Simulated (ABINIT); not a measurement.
# Beyond one shot: CsGeCl3 (R3m), part 4 of 4

Wanted: G0W0 and self-consistent gaps of CsGeCl3 (R3m), with the cost of the cycles.

ABINIT 10.8.3; LDA and many-body steps on it, plane waves. Known limits of the many-body steps: not at the basis limit; no spin-orbit coupling; coarse k mesh.

So far. Step 20 (QSGW, cycle 6): Against the cycle before, the gap moves by −0.023 eV.

## (22) Screening, 2×2×2 mesh, 149 bands, screening to 108.8 eV

This step: RPA screening on LDA from quasiparticle energies and orbitals, plane waves, norm-conserving pseudopotentials.

Input file run.abi:

```
acell 3*1.0 Angstrom
rprim 
  3.846816390705 2.220960478697 3.178300533600
  -3.846816390705 2.220960478697 3.178300533600
  -0.000000000000 -4.441920957394 3.178300533600
ntypat 3
znucl 55 32 17
natom 5
typat 1 2 3 3 3
xred 
  0.998403350000 0.998403350000 0.998403350000
  0.515533150000 0.515533150000 0.515533150000
  0.496712670000 0.496712670000 0.948638170000
  0.496712670000 0.948638170000 0.496712670000
  0.948638170000 0.496712670000 0.496712670000
pp_dirpath "pseudos"
pseudos "Cs.upf, Ge.upf, Cl.upf"
ecut 56
ngkpt 2 2 2
nshiftk 1
shiftk 0 0 0
kptopt 1
chksymbreak 0
istwfk *1
occopt 1
irdwfk 1
optdriver 3
nband 149
ecuteps 4
inclvkb 2
awtr 1
symchi 1
irdqps 1
gwcalctyp 28
nqptdm 3
qptdm 
  0.5000000000 0.0000000000 0.0000000000
  0.5000000000 0.5000000000 0.0000000000
  0.5000000000 0.5000000000 0.5000000000
indata_prefix "in"
outdata_prefix "out"
tmpdata_prefix "tmp"
```

Input file mrgscr.stdin:

```
2
merged
q0_SCR
out_SCR
1
```

Run with:

```
$ OMP_NUM_THREADS=1 mpirun -n 4 abinit run.abi > log; mrgscr < mrgscr.stdin
```

Numbers of over 12 decimals in the logs are rounded to 6 here.

What it wrote:

```text
.Version 10.8.3 of ABINIT. v10.8.2 released Aug 2026.

 Symmetries : space group R3 m (#160); Bravais hR (rhombohedral)
[... echo of the input left out ...]
== DATASET  1 ==================================================================
-   mpi_nproc: 4, omp_nthreads: 1 (-1 if OMP is not activated)

--- !DatasetInfo
iteration_state: {dtset: 1, }
dimensions: {natom: 5, nkpt: 4, mband: 149, nsppol: 1, nspinor: 1, nspden: 1, mpw: 22041, }
cutoff_energies: {ecut:  56.0, pawecutdg:  -1.0, }
[...]
q-point number  1        q = ( 0.500000, 0.000000, 0.000000) [r.l.u.]
--------------------------------------------------------------------------------
[... chi0 elements left out ...]
  Average fulfillment of the sum rule on Im[epsilon] for q-point    2 :     58.70  [%]

--------------------------------------------------------------------------------
  q-point number  2        q = ( 0.500000, 0.500000, 0.000000) [r.l.u.]
--------------------------------------------------------------------------------
[... chi0 elements left out ...]
  Average fulfillment of the sum rule on Im[epsilon] for q-point    3 :     56.95  [%]

 [... 1 further q-points ...]
```

It took 22 s on 4 MPI ranks of Intel Xeon Platinum 8488C (Sapphire Rapids), shared host; peak memory 2 GiB; 85 s of CPU time.

This step gave:

* plasma frequency: 20.98 eV
* plane waves in the screening matrix: 437

This screening reads the quasiparticle levels of the cycle before.

## (23) QSGW, cycle 7

This step: QSGW on LDA, plane waves, norm-conserving pseudopotentials.

Changes to run.abi since step 22:

```diff
@@ -26,12 +26,10 @@
 irdwfk 1
-optdriver 3
+optdriver 4
 nband 149
-ecuteps 4
-inclvkb 2
-awtr 1
-symchi 1
-irdqps 1
 gwcalctyp 28
-nqptdm 3
-qptdm 
+ecutsigx 56
+symsigma 0
+nkptgw 4
+kptgw 
+  0.0000000000 0.0000000000 0.0000000000
   0.5000000000 0.0000000000 0.0000000000
@@ -39,2 +37,12 @@
   0.5000000000 0.5000000000 0.5000000000
+bdgw 
+  14 35
+  14 35
+  14 35
+  14 35
+ecuteps 4
+irdscr 1
+ppmodel 1
+irdqps 1
+rhoqpmix 0.3
 indata_prefix "in"
```

Run with:

```
$ OMP_NUM_THREADS=1 mpirun -n 4 abinit run.abi > log
```

What it wrote:

```text
.Version 10.8.3 of ABINIT. v10.8.2 released Aug 2026.

 Symmetries : space group R3 m (#160); Bravais hR (rhombohedral)
[... echo of the input left out ...]
== DATASET  1 ==================================================================
-   mpi_nproc: 4, omp_nthreads: 1 (-1 if OMP is not activated)

--- !DatasetInfo
iteration_state: {dtset: 1, }
dimensions: {natom: 5, nkpt: 4, mband: 149, nsppol: 1, nspinor: 1, nspden: 1, mpw: 22041, }
cutoff_energies: {ecut:  56.0, pawecutdg:  -1.0, }
[...]
.  kptgw no:  2; Maximum DeltaE = (  -0.003   0.000) for band index: 12
.  kptgw no:  3; Maximum DeltaE = (   0.008  -0.000) for band index:  4
.  kptgw no:  4; Maximum DeltaE = (  -0.003   0.000) for band index:  8

== END DATASET(S) ==============================================================
================================================================================

 -outvars: echo values of variables after computation  --------
           etotal      0.0000000000E+00
            nband         149
             nkpt           4
          spgroup         160
 [... the other variables as echoed above ...]

 Calculation completed.
```

The job ended after 2.2 min (4 MPI ranks; peak memory 3.9 GiB; 8.8 min of CPU time).

Numbers from this step:

| Item | Value |
| --- | --- |
| quasiparticle gap on the mesh | 4.267 eV |
| gap of the density functional on the mesh | 1.977 eV |
| k of the valence top | 0.5, 0.5, 0.5 |
| k of the conduction bottom | 0.5, 0.5, 0.5 |
| least direct quasiparticle gap on the computed points | 4.267 eV |

Against the cycle before, the gap moves by −0.012 eV.

## (24) Side by side

Times are wall times on 4 MPI ranks of Intel Xeon Platinum 8488C (Sapphire Rapids), shared host, good to a factor of about two. A run's time includes the screening step that it read.

```
          run   mesh  bands  screening cutoff (eV)  DFT gap (eV)  gap on the mesh (eV)  direct (eV)  ε∞ used     time
         G0W0  2×2×2    149                  108.8         1.977                 3.617        3.617     5.96  1.7 min
QSGW, cycle 1  2×2×2    149                  108.8         1.977                 3.989        3.989     5.96  3.6 min
QSGW, cycle 2  2×2×2    149                  108.8         1.977                 4.320        4.320     4.27  3.7 min
QSGW, cycle 3  2×2×2    149                  108.8         1.977                 4.370        4.370     4.12  3.8 min
QSGW, cycle 4  2×2×2    149                  108.8         1.977                 4.337        4.337     4.10  3.9 min
QSGW, cycle 5  2×2×2    149                  108.8         1.977                 4.302        4.302     4.11  4.1 min
QSGW, cycle 6  2×2×2    149                  108.8         1.977                 4.279        4.279     4.13    4 min
QSGW, cycle 7  2×2×2    149                  108.8         1.977                 4.267        4.267     4.14  3.7 min
```

## (25) Results

```yaml
g0w0: 3.617 eV
qsgw_cycle_1: 3.989 eV
qsgw_cycle_2: 4.320 eV
qsgw_cycle_3: 4.370 eV
qsgw_cycle_4: 4.337 eV
qsgw_cycle_5: 4.302 eV
qsgw_cycle_6: 4.279 eV
qsgw_cycle_7: 4.267 eV
known_limits: not at the basis limit; no spin-orbit coupling; coarse k mesh
```

What this shows: Only the bands that the input lists are updated; the others, empty or deep, keep the functional's energies or take a rigid shift. QSGW ends at 4.27 eV, +0.65 eV from G0W0, after 7 cycles that took 25 min beside the first screening; the last moved the gap by 0.012 eV. Bands and cutoff are finite, so the gap is not at the basis limit. The miss can reach some tenths of an eV and take either sign; the mesh is an error of its own. The 2×2×2 mesh is coarse for this cell, which bears on the long-range parts of exchange and screening. In the updated screening the q = 0 part is built from Kohn-Sham bands under a rigid shift, the other q from the quasiparticle levels. The many-body steps are scalar-relativistic: spin-orbit coupling is not in them.

[Paths, hosts, dates, memory and timing lines, banners, echoed tables and standing remarks are left out of the program output.]

[Logs are printed without paths, hosts, clocks, repeated set-up lines and the standing remarks that a program may print on its own settings, such as how far it seeks lower states.]

[Runs of the session that timed out or met a known fault of the program may be left out.]

[Hosts, paths, dates, database ids (printed as entryN), source tags and the programs' standing remarks are cut or masked in the printed files.]

[G0W0 gaps are taken among the corrected bands and points alone; a level outside them can change the order at an edge.]

[Where Ansatz stands beside ABINIT at settings called matched, ABINIT's density can come from a denser mesh and the files from another edition; pairs whose starting gaps differed by over 0.03 eV were left out, so agreement reads better than it is.]
